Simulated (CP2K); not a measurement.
Consider toluene at its PBE geometry (Å).

```xyz
15

C    -2.2304   -0.0994   -0.0028
C    -0.7236   -0.0309    0.0099
C     0.0501   -1.1880    0.1900
C     1.4462   -1.1302    0.1809
C     2.0978    0.0925   -0.0066
C     1.3403    1.2536   -0.1851
C    -0.0558    1.1898   -0.1757
H    -2.6778    0.8368    0.3564
H    -2.5997   -0.9196    0.6270
H    -2.6113   -0.2736   -1.0211
H    -0.4486   -2.1465    0.3452
H     2.0265   -2.0418    0.3266
H     3.1867    0.1403   -0.0077
H     1.8376    2.2134   -0.3277
H    -0.6381    2.1033   -0.3092
```

Method: CP2K XAS_TDP, all-electron GAPW, PBEh(45%), aug-cc-pVDZ, TDA, no relativity.

Q: Where do the C K-edge lines lie, and how strong are they?

Leading lines: C1 283.80 eV, C2 281.63 eV, C3 281.39 eV, C4 281.40 eV and C5 281.47 eV. The leading line of an atom is its first one with 35 % of the strongest within 2.5 eV of its lowest line over the strength cut. 

The first six lines of each atom with a strength over 0.0015:

| atom | energy (eV) | states | strength, one atom |
| --- | --- | --- | --- |
| C1 (bonded to C and 3 H) | 283.56 | 1 | 0.0031 |
|  | 283.80 | 1 | 0.0061 |
|  | 284.03 | 1 | 0.0044 |
|  | 284.60 | 1 | 0.0144 |
|  | 284.85 | 1 | 0.0171 |
|  | 285.55 | 1 | 0.0053 |
| C2 (bonded to 3 C) | 281.63 | 1 | 0.0552 |
|  | 285.43 | 1 | 0.0018 |
|  | 285.97 | 1 | 0.0034 |
|  | 286.67 | 1 | 0.0024 |
|  | 287.30 | 1 | 0.0037 |
|  | 287.57 | 1 | 0.0025 |
| C3 (bonded to 2 C and H), 2 alike | 281.39 | 1 | 0.0504 |
|  | 284.13 | 1 | 0.0106 |
|  | 285.01 | 1 | 0.0020 |
|  | 285.10 | 1 | 0.0016 |
|  | 285.51 | 1 | 0.0019 |
|  | 285.60 | 1 | 0.0020 |
| C4 (bonded to 2 C and H), 2 alike | 281.40 | 1 | 0.0525 |
|  | 284.16 | 1 | 0.0105 |
|  | 285.15 | 1 | 0.0017 |
|  | 285.71 | 1 | 0.0024 |
|  | 286.00 | 1 | 0.0025 |
|  | 286.81 | 1 | 0.0061 |
| C5 (bonded to 2 C and H) | 281.47 | 1 | 0.0517 |
|  | 284.10 | 1 | 0.0101 |
|  | 285.10 | 1 | 0.0021 |
|  | 285.92 | 1 | 0.0029 |
|  | 286.18 | 1 | 0.0045 |
|  | 286.80 | 1 | 0.0050 |

Lines are vertical, at one geometry, with no vibrational structure. Without a correction of the core level, line positions, and the gaps between valence and Rydberg lines, follow the share of exact exchange. At this level such K lines come out 3 to 6 eV under measured ones. These values hold no scalar relativity, about 0.1 eV for C 1s. Rydberg lines, and the discretised continuum above threshold, depend on the basis and the box.

[Banner, clock and machine lines of the logs are left out without a mark of their own.]

[Logs are printed without paths, hosts, clocks, repeated set-up lines and the standing remarks that a program may print on its own settings, such as how far it seeks lower states.]

[Hosts, paths, dates, database ids (printed as entryN), source tags and the programs' standing remarks are cut or masked in the printed files.]
